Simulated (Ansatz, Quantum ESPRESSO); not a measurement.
# ScZn (Pm-3m): zone-centre phonons, part 2 of 2

Aim: the zone-centre modes of ScZn (Pm-3m).

Quantum ESPRESSO 7.5; DFT LDA, scalar-relativistic, plane waves, PseudoDojo norm-conserving pseudopotentials.

So far. Step 5 (Linear response at Γ): The acoustic modes at Γ come out as far as 4.9 cm⁻¹ from zero, where they should vanish, a small numerical error. The relaxed cell has a = 3.257 Å (conventional setting).

## Step 6: Modes with the sum rule

A rigid shift of the crystal must cost nothing, but grids and finite bases break this; the acoustic sum rule is imposed before the matrix is diagonalised again.

dynmat.in reads:

```
&input
   fildyn = 'g.dyn'
   asr = 'simple'
   fileig = 'dynmat.eig'
/
```

Launch:

```console
dynmat.x -in dynmat.in > dynmat.out
```

What it wrote:

```text
[banner, memory and clock lines left out]
Program DYNMAT v.7.5

     Reading Dynamical Matrix from file g.dyn
     ...Force constants read
     ...epsilon and Z* not read (not found on file)
     A direction for q was not specified:TO-LO splitting will be absent

     Polarizability (A^3 units)
     multiply by 1.000000 for Clausius-Mossotti correction
         0.000000    0.000000    0.000000
         0.000000    0.000000    0.000000
         0.000000    0.000000    0.000000

     IR activities are in (D/A)^2/amu units

# mode   [cm-1]    [THz]      IR
    1     -0.00   -0.0000    0.0000
    2     -0.00   -0.0000    0.0000
    3     -0.00   -0.0000    0.0000
    4    206.16    6.1805    0.0000
    5    206.16    6.1805    0.0000
    6    206.16    6.1805    0.0000
```

Elapsed: 0.6 s, on 1 thread of Intel Xeon Platinum 8375C at 2.90GHz (Ice Lake), shared host.

Unit eigenvectors of the mass-weighted matrix after the sum rule; no LO-TO term. Modes at Γ, with each element's share of the kinetic energy:

| mode | frequency (cm⁻¹) | symmetry | Sc % | Zn % |
| --- | --- | --- | --- | --- |
| 1 | 0.0 | acoustic | 41 | 59 |
| 2 | 0.0 | acoustic | 41 | 59 |
| 3 | 0.0 | acoustic | 41 | 59 |
| 4 | 206.2 | T1u | 59 | 41 |
| 5 | 206.2 | T1u | 59 | 41 |
| 6 | 206.2 | T1u | 59 | 41 |

Displacements in mode 5 (206.2 cm⁻¹), the largest set to 1:
```
Sc1  0.00  0.00  1.00
Zn2  0.00  0.00 -0.69
```

The rule moves no optical mode by more than 0.1 cm⁻¹.

## Step 7: Sum rules set otherwise: a sum rule for molecules or wires on a crystal

This rule also removes rotations, which suits wires and not a crystal; it is tried to see the harm.

dynmat.in reads:

```
&input
   fildyn = 'g.dyn'
   asr = 'one-dim'
   fileig = 'dynmat.eig'
/
```

Launch:

```console
dynmat.x -in dynmat.in > dynmat.out
```

What it wrote:

```text
[banner, memory and clock lines left out]
Program DYNMAT v.7.5

     Reading Dynamical Matrix from file g.dyn
     ...Force constants read
     ...epsilon and Z* not read (not found on file)
asr rotation axis in 1D system=    3
     Acoustic Sum Rule: || Z*(ASR) - Z*(orig)|| =    0.000000E+00
     Acoustic Sum Rule: ||dyn(ASR) - dyn(orig)||=    1.714847E-01
     A direction for q was not specified:TO-LO splitting will be absent

     Polarizability (A^3 units)
     multiply by 1.000000 for Clausius-Mossotti correction
         0.000000    0.000000    0.000000
         0.000000    0.000000    0.000000
         0.000000    0.000000    0.000000

     IR activities are in (D/A)^2/amu units

# mode   [cm-1]    [THz]      IR
    1     -0.00   -0.0000    0.0000
    2     -0.00   -0.0000    0.0000
    3     -0.00   -0.0000    0.0000
    4      0.00    0.0000    0.0000
    5    206.22    6.1823    0.0000
    6    206.22    6.1823    0.0000
```

Wall time 0.58 s (1 thread).

The run ended normally, but on settings that are not sound.

The fault: a sum rule for molecules or wires on a crystal; 1 optical mode is projected out to zero frequency, as if it were a rotation.

For a crystal the rule has to be 'simple' or 'crystal'.

Zone-centre frequencies as printed; negative means imaginary. Modes:

| mode | frequency (cm⁻¹) |
| --- | --- |
| 1 | 0 |
| 2 | 0 |
| 3 | 0 |
| 4 | 0 |
| 5 | 206.2 |
| 6 | 206.2 |

## Step 8: Sum rules set otherwise (asr no)

Without the rule the raw error of the acoustic modes shows.

dynmat.in reads:

```
&input
   fildyn = 'g.dyn'
   asr = 'no'
   fileig = 'dynmat.eig'
/
```

Launch:

```console
dynmat.x -in dynmat.in > dynmat.out
```

What it wrote:

```text
[banner, memory and clock lines left out]
Program DYNMAT v.7.5

     Reading Dynamical Matrix from file g.dyn
     ...Force constants read
     ...epsilon and Z* not read (not found on file)
     A direction for q was not specified:TO-LO splitting will be absent

     Polarizability (A^3 units)
     multiply by 1.000000 for Clausius-Mossotti correction
         0.000000    0.000000    0.000000
         0.000000    0.000000    0.000000
         0.000000    0.000000    0.000000

     IR activities are in (D/A)^2/amu units

# mode   [cm-1]    [THz]      IR
    1      4.91    0.1471    0.0000
    2      4.91    0.1471    0.0000
    3      4.91    0.1471    0.0000
    4    206.20    6.1818    0.0000
    5    206.20    6.1818    0.0000
    6    206.20    6.1818    0.0000
```

Wall time 0.58 s (1 thread).

Zone-centre frequencies as printed; negative means imaginary. Modes:

| mode | frequency (cm⁻¹) |
| --- | --- |
| 1 | 4.91 |
| 2 | 4.91 |
| 3 | 4.91 |
| 4 | 206.2 |
| 5 | 206.2 |
| 6 | 206.2 |

Against the first rule no mode moves by more than 5.0 cm⁻¹.

## Step 9: Cross-check with Ansatz

A second program on the same cell, potentials, cutoff and meshes tests the implementation of the phonon response, not its convergence. Its k mesh is centred on Γ.

This step: DFT LDA, scalar-relativistic, plane waves, PseudoDojo norm-conserving pseudopotentials (Ansatz 0.2.0).

input.yaml reads:

```yaml
crystal:
  lattice:
    - [3.2572816091, 0.0, 0.0]
    - [0.0, 3.2572816091, 0.0]
    - [0.0, 0.0, 3.2572816091]
  atoms:
    - { symbol: Sc, position: [0.0, 0.0, 0.0] }
    - { symbol: Zn, position: [0.5, 0.5, 0.5] }
kpoints:
  mp_grid: { grid: [12, 12, 12] }
hamiltonian:
  xc: lda
  pseudopotentials: { kind: nc, accuracy: standard }
scf:
  occupations: { method: cold, width: 0.27211 }
output:
  eigenvalues: true
basis:
  ecutwfc: 1142.878
phonons:
  method: dfpt
```

Launch:

```console
ansatz run input.yaml --threads 4 --pin off --max-ram 8192MiB --backend cpu --events-out ev --progress --plain --runs-dir out
```

What it wrote:

```text
Warning: basis.ecutwfc = 1142.878 eV is below the records' recommended 1142.878222 eV, and the density's cutoff is lower with it unless basis.ecutrho_ratio is high enough to keep the records' density cutoff: compare with a run at a higher cutoff
Engine: ansatz 0.2.0, x86_64-unknown-linux-gnu
Pseudopotentials: kind: nc
Pseudopotential: Sc, nc, valence charge 11, recommended cutoff 1061.244064 eV (normal), Sc.nc.azcp (PseudoDojo's, or run here from an input of PseudoDojo's; its table is named by hamiltonian.pseudopotentials.accuracy)
Pseudopotential: Zn, nc, valence charge 20, recommended cutoff 1142.878222 eV (normal), Zn.nc.azcp (PseudoDojo's, or run here from an input of PseudoDojo's; its table is named by hamiltonian.pseudopotentials.accuracy)
Functional definition: SPW92
  exchange = slater_x
  correlation = pw_c
Crystal: 2 atoms, lattice volume = 34.559 Å³
Basis set: ecut = 1142.878 eV, 2969 PW (Γ), exchange–correlation on 72×72×72 points (8 copies of the dense FFT grid, shifted against one another)
Bands: 20, of which v1, the nominal top of the filled ones, is band 16 counted from 1 (15 counted from 0)
Symmetry: 48 space group operations
k-points: 196 of 1728 (irreducible under 8 space group operations, time reversal used)
Non-local potential: Sc, projectors of the file, l = 0: 2, l = 1: 2, l = 2: 2
Non-local potential: Zn, projectors of the file, l = 0: 2, l = 1: 2, l = 2: 2
Initial density: superposition of atomic densities (chi_scale 0.1, normalization cell, long waves kept (reshape's long-wave potential 0.00 eV rms))
Initial wavefunctions: pseudopotential atomic-orbital guess
Functional: x = slater, c = lda
SCF iter   1: F=—  HF=-7002.720596 eV  |F-HF|=—  |Δ(HF+E_count)|=         —  Δρ=9.75e-2  dr2=3.06e0  ethr=3.10e-3  ⟨swp⟩=5.0  Hψ=15181  notcnv=0
preconditioner: auto → none  [metal: Δε(μ)=0.006 eV  Ē_g=13.123 eV  σ=0.272 eV  W_gap=0.02  n_scr=6 (ndim 8)  ℏωp=28.9 eV  f_vac=0.000  D(μ)=2.58/eV (n_scr^D=26)  sad-step TF]
SCF iter   2: F=—  HF=-7001.970119 eV  |F-HF|=—  |Δ(HF+E_count)|=   7.50e-1  S|Δr|=    0.00e0  Δρ=2.72e-2  dr2=1.53e-1  ethr=3.10e-3  ⟨swp⟩=2.0  Hψ=7460  notcnv=0
SCF iter   3: F=—  HF=-7001.915214 eV  |F-HF|=—  |Δ(HF+E_count)|=   5.49e-2  S|Δr|=    0.00e0  Δρ=1.05e-2  dr2=1.58e-2  ethr=4.93e-4  ⟨swp⟩=1.4  Hψ=6523  notcnv=0
SCF iter   4: F=—  HF=-7001.910114 eV  |F-HF|=—  |Δ(HF+E_count)|=   5.10e-3  S|Δr|=    0.00e0  Δρ=1.30e-3  dr2=2.24e-4  ethr=5.09e-5  ⟨swp⟩=2.5  Hψ=6232  notcnv=0
SCF iter   5: F=—  HF=-7001.910115 eV  |F-HF|=—  |Δ(HF+E_count)|=   9.72e-7  S|Δr|=    0.00e0  Δρ=5.94e-4  dr2=1.62e-4  ethr=7.22e-7  ⟨swp⟩=2.2  Hψ=6332  notcnv=0
SCF iter   6: F=—  HF=-7001.910065 eV  |F-HF|=—  |Δ(HF+E_count)|=   4.99e-5  S|Δr|=    0.00e0  Δρ=7.57e-5  dr2=4.74e-7  ethr=5.22e-7  ⟨swp⟩=2.2  Hψ=6063  notcnv=0
SCF iter   7: F=—  HF=-7001.910072 eV  |F-HF|=—  |Δ(HF+E_count)|=   7.23e-6  S|Δr|=    0.00e0  Δρ=1.39e-5  dr2=1.69e-8  ethr=1.53e-9  ⟨swp⟩=2.1  Hψ=6271  notcnv=0
SCF iter   8: F=—  HF=-7001.910072 eV  |F-HF|=—  |Δ(HF+E_count)|=   6.24e-9  S|Δr|=    0.00e0  Δρ=1.25e-6  dr2=3.62e-10  ethr=5.44e-11  ⟨swp⟩=2.0  Hψ=6200  notcnv=0
SCF iter   9: F=—  HF=-7001.910072 eV  |F-HF|=—  |Δ(HF+E_count)|=  1.49e-10  S|Δr|=    0.00e0  Δρ=3.12e-7  dr2=2.01e-11  ethr=1.17e-12  ⟨swp⟩=2.0  Hψ=6114  notcnv=0
SCF iter  10: F=-7001.910072 eV  HF=-7001.910072 eV  |F-HF|=9.09e-13  |Δ(HF+E_count)|=  9.09e-12  S|Δr|=    0.00e0  Δρ=2.94e-8  dr2=9.36e-14  ethr=1.00e-12  ⟨swp⟩=6.1  Hψ=17622  notcnv=0
SCF 1 converged in 10 iterations: F = -7001.910072 eV  dr2 = 9.36e-14
DFPT response loops at Γ: preconditioner auto → Kerker (q_TF=auto, 2.679 Å⁻¹) (partly filled bands, converged f_vac=0.000); β = 1.00, the filter's whole step (`scf.mixing.beta` (0.50) is not read by the response loops under this deck's `scf.mixing.preconditioner`; to damp them name `kerker` or `kerker_dos`, under which they read `scf.mixing.beta`, and type it under 1.00, their step now; both keys bind the ground state too); Broyden in place of MSR1
SCF converged after 10 iterations
Stability not checked: this state was not tested for a lower state beside it, because cold or Methfessel-Paxton smearing, or corrected tetrahedra, fill the levels in a way that the test cannot read (fill_not_monotonic; see scf.lower_state_search)
Free energy (F): -7001.910072 eV
Harris-Foulkes:  -7001.910072 eV  (|F-HF|=9.09e-13)
Internal energy: -7001.898878 eV  (E = F + TS)
E sigma→0 (E₀):  -7001.906341 eV
Entropy (-TS):   -0.011194 eV (-5.597 meV/atom)
Fermi energy:    13.030918 eV
--- Per-component energies (eV) ---
  E_band       = -673.962439
  E_kinetic    = 2983.932234
  E_local      = -6240.232457  (includes V_loc(G=0)·N_el)
  E_nonlocal   = -1242.968558
  E_hartree    = 2365.906650
  E_xc         = -821.149858
  E_vxc        = -906.506941  (∫ρ·V_xc dr)
  E_ewald      = -4047.386889
  E_smearing   = -0.011194  (= −TS)
  E_closure    = 0.000000  (closes the sum)
  Σ components = -7001.910072   (vs F -7001.910072, Δ=0.00e0)
--- Band table (eV; the first three rows and the last of 196) ---
  k-point 0: bands = [... 12 lower, 6.0972, 6.0972, 13.1000, 13.1000, 16.2021, 16.2021, 16.2021, 18.7903]
  k-point 1: bands = [... 12 lower, 6.0922, 6.0996, 13.0669, 13.1155, 15.9665, 15.9665, 16.2031, 18.3111]
  k-point 2: bands = [... 12 lower, 6.0785, 6.1061, 12.8694, 13.1591, 15.4837, 15.4837, 16.2059, 17.4544]
  k-point 195: bands = [... 12 lower, 6.3211, 11.1614, 11.1614, 11.1614, 13.9727, 17.0633, 17.0633, 18.5701]
--- Phonons (Γ-DFPT): 2 representative perturbations + reference, on 196 of 1728 k-points (Σ response iterations 6) ---
  k mesh reduced under 8 symmetry operations, with k and −k counted as one. Each operation leaves every solved perturbation unchanged. A smaller set is not used because it would not reduce the number of displacements times k-points to solve
  ASR residual: 3.366e-5 → 0.000e0 eV/Å²; symmetrization residual: 1.555e-6 eV/Å²
  ASR residual per site (eV/Å²): 2.09e-5 3.37e-5
  Γ frequencies (cm⁻¹): 0.00 0.00 0.00 206.82 206.82 206.82
  non-analytic LO–TO correction: not included (Born effective charges unavailable; polar crystals: no LO–TO splitting at Γ)
```

Wall time 24 s (4 threads); peak memory 1.6 GiB; 87 s of CPU time.

Numbers from this step:

| Quantity | Value |
| --- | --- |
| sum-rule residual before enforcement | 3.37e-5 eV/Å² |
| highest optical zone-centre mode (no LO-TO term) | 206.8 cm⁻¹ |
| lowest optical zone-centre mode | 206.8 cm⁻¹ |

## Step 10: The two compared: QE PseudoDojo and Ansatz, PseudoDojo

Worked out from the results:

```yaml
root_mean_square_difference: 0.66 cm⁻¹
largest_difference: 0.66 cm⁻¹
```

Frequencies side by side, by row:

| q (reciprocal lattice) | mode | QE PseudoDojo (cm⁻¹) | Ansatz, PseudoDojo (cm⁻¹) |
| --- | --- | --- | --- |
| 0 0 0 | 1 | 0 | 0 |
| 0 0 0 | 2 | 0 | 0 |
| 0 0 0 | 3 | 0 | 0 |
| 0 0 0 | 4 | 206.2 | 206.8 |
| 0 0 0 | 5 | 206.2 | 206.8 |
| 0 0 0 | 6 | 206.2 | 206.8 |

At the zone centre the largest difference (acoustic modes at Γ apart) is 0.3 % of the highest mode.

## Step 11: Summary of results

| Quantity | Value |
| --- | --- |
| space group after relaxation | Pm-3m |
| volume per atom | 17.3 Å³ |
| highest optical zone-centre mode (no LO-TO term) | 206.2 cm⁻¹ |
| imaginary optical modes at the zone centre (no q mesh in this session) | none |
| largest difference from Ansatz, PseudoDojo | 0.66 cm⁻¹ |

**Reading.** At the LDA level the optical modes of ScZn (Pm-3m) at the zone centre lie at 206 cm⁻¹. QE PseudoDojo and Ansatz, PseudoDojo agree to 0.66 cm⁻¹ (0.3 % of the highest mode compared) on all solved modes but the acoustic ones at Γ, without the LO-TO term. These are harmonic frequencies at zero temperature: anharmonic shifts and linewidths and thermal expansion are left out. In a metal the frequencies hang on the k mesh and the smearing, most of all near Kohn anomalies. The runs are without spin polarisation, although the cell has an odd electron count or an open d or f shell, so a magnetic state was not tested.

[Host names and launcher messages were left out of these logs when they were recorded.]

[Logs are printed without paths, hosts, clocks, repeated set-up lines and the standing remarks that a program may print on its own settings, such as how far it seeks lower states.]

[Hosts, paths, dates, database ids (printed as entryN), source tags and the programs' standing remarks are cut or masked in the printed files.]
